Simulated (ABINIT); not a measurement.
# SnSe2 (Fm-3m): phonons by linear response, part 4 of 4

How does SnSe2 (Fm-3m) vibrate, and is this structure a minimum?

ABINIT 10.8.3; DFT LDA, scalar-relativistic, plane waves, HGH norm-conserving pseudopotentials.

So far, lowest frequency on the path (cm⁻¹): step 10 (dispersion) -157. Also highest frequency (cm⁻¹): step 10 106. The relaxed cell has a = 6.696 Å (conventional setting).

The structure was built from a prototype and need not be the compound's stable phase.

### Step 11. Density of states

Sums over the zone need many more wavevectors than were solved, so the interpolation is sampled on a dense mesh.

anaddb.abi reads:

```
ddb_filepath "all_DDB"
output_file "anaddb.abo"
outdata_prefix "anaddb"
ifcflag 1
ngqpt 2 2 2
nqshft 1
q1shft 0.0 0.0 0.0
asr 1
chneut 0
dipdip 0
dipquad 0
quadquad 0
prtdos 2
ng2qpt 12 12 12
dosdeltae 4.5563e-06
ntemper 11
temperinc 100.0
tempermin 0.0
```

The run is started by

```sh
> OMP_NUM_THREADS=1 anaddb anaddb.abi > anaddb.log
```

anaddb.abo, the main output file:

```text
-outvars_anaddb: echo values of input variables ----------------------

 Flags :
     ifcflag         1
 Miscellaneous information :
         asr         1
      chneut         0
 Interatomic Force Constants Inputs :
      dipdip         0
     dipquad         0
    quadquad         0
      ifcana         0
      ifcout         0
 Description of grid 1 :
        brav         1
       ngqpt         2         2         2
      nqshft         1
      q1shft
                     0.00000000E+00  0.00000000E+00  0.00000000E+00
 Phonon DOS information :
   dosdeltae  4.55630000E-06
    dossmear  4.55633525E-06
 Description of grid 2 (Fourier interp. or BZ sampling):
      ng2qpt        12        12        12
      ngrids         4
      q2shft         0.00000000E+00  0.00000000E+00  0.00000000E+00

================================================================================

 read the DDB information and perform some checks

  ==== Info on the Cryst% object ====
 Real(R)+Recip(G) space primitive vectors, cartesian coordinates (Bohr,Bohr^-1):
 R(1)=  0.0000000  6.3268047  6.3268047  G(1)= -0.0790288  0.0790288  0.0790288
 R(2)=  6.3268047  0.0000000  6.3268047  G(2)=  0.0790288 -0.0790288  0.0790288
 R(3)=  6.3268047  6.3268047  0.0000000  G(3)=  0.0790288  0.0790288 -0.0790288
 Unit cell volume ucvol=  5.0650446E+02 bohr^3
 Angles (23,13,12)=  6.00000000E+01  6.00000000E+01  6.00000000E+01 degrees
 Time-reversal symmetry is present
 Reduced atomic positions [iatom, xred, symbol]:
    1)    0.0000000  0.0000000  0.0000000  Sn
    2)    0.2500000  0.2500000  0.2500000  Se
    3)    0.7500000  0.7500000  0.7500000  Se

 DDB file with 3 blocks has been read.

================================================================================

 Calculation of the interatomic forces

       Homogeneous q point set in the B.Z.
 Grid q points  :        8
  1)   0.00000000E+00  0.00000000E+00  0.00000000E+00
  2)   5.00000000E-01  0.00000000E+00  0.00000000E+00
  3)   0.00000000E+00  5.00000000E-01  0.00000000E+00
  4)   5.00000000E-01  5.00000000E-01  0.00000000E+00
  5)   0.00000000E+00  0.00000000E+00  5.00000000E-01
  6)   5.00000000E-01  0.00000000E+00  5.00000000E-01
  7)   0.00000000E+00  5.00000000E-01  5.00000000E-01
  8)   5.00000000E-01  5.00000000E-01  5.00000000E-01

 The interatomic forces have been obtained

================================================================================

 Calculation of phonon density of states

 Average speed of sound partial sums:    -0.3836501742E-03 (at units)
-                                   =          -0.8393 [km/s]

 Debye frequency from partial sums:    -0.1875964567E-03 (Ha)
-                                 =    -0.1234325390E+01 (THz)
-Debye temperature from partial sums:    -0.5923827576E+02 (K)

 Average speed of sound:     0.4483528021E-04 (at units)
-                      =           0.0981 [km/s]

 Debye frequency from DOS:     0.2192346118E-04 (Ha)
-                        =     0.1442494450E+00 (THz)
-Debye temperature from DOS:     0.6922881498E+01 (K)

-
```

The job ended after 0.64 s (1 thread of Arm Neoverse V1, shared host).

Numbers from this step:

* share of modes beyond 3i cm⁻¹ on the dense interpolated mesh: 0.3743

Tetrahedra. Phonon density of states against wavenumber; read off at these points:

```
wavenumber (cm⁻¹)  phonon density of states (1/cm⁻¹/cell)
           -160.0                                       0
           -150.0                                 0.00335
           -140.0                                 0.00656
           -130.0                                 0.00997
           -120.0                                  0.0142
           -110.0                                  0.0141
           -100.0                                  0.0155
            -90.0                                  0.0190
            -80.0                                  0.0243
            -70.0                                  0.0232
            -60.0                                  0.0228
            -50.0                                  0.0564
            -47.4                                  0.0711
            -40.0                                  0.0510
            -30.0                                  0.0275
            -20.0                                  0.0240
            -10.0                                  0.0193
              0.0                                  0.0178
             10.0                                  0.0181
             20.0                                  0.0194
             30.0                                  0.0240
             40.0                                  0.0344
             50.0                                  0.0468
             54.6                                  0.0568
             60.0                                  0.0557
             70.0                                  0.0335
             80.0                                  0.0140
             88.6                                   0.126
             90.0                                   0.111
             96.6                                   0.188
            100.0                                   0.140
            102.6                                   0.160
            110.0                                       0
```

### Step 12. Outcome

* space group after relaxation: Fm-3m
* volume per atom: 25.0 Å³
* highest optical zone-centre mode (no LO-TO term): 99.3 cm⁻¹
* lowest optical zone-centre mode: 90.5 cm⁻¹
* q mesh: 2×2×2
* lowest mode on the q mesh (acoustic ones at the zone centre apart): -157.4 cm⁻¹
* imaginary modes on the q mesh: yes

In words: SnSe2 (Fm-3m) is unstable: a mode solved on the 2×2×2 mesh is imaginary, 157i cm⁻¹; its spectrum reaches 106 cm⁻¹. At the LDA level the optical modes of SnSe2 (Fm-3m) at the zone centre run from 91 to 99 cm⁻¹. The base run prints -1.1 GPa, mostly the error of a finite basis; the relaxation, with a smoothed and higher cutoff, had brought the cell to rest. The most unstable solved mode lies at q = (0.5, 0.5, 0), on the zone boundary, so the distortion that it points to doubles the cell. These are harmonic frequencies at zero temperature: anharmonic shifts and linewidths and thermal expansion are left out. The HGH files keep few electrons and have no core correction, which is cheap but rough for Sn. In a metal the frequencies hang on the k mesh and the smearing, most of all near Kohn anomalies. The structure is a hypothetical one, built on a prototype.

[Host names and launcher messages were left out of these logs when they were recorded.]

[Logs are printed without paths, hosts, clocks, repeated set-up lines and the standing remarks that a program may print on its own settings, such as how far it seeks lower states.]

[Hosts, paths, dates, database ids (printed as entryN), source tags and the programs' standing remarks are cut or masked in the printed files.]
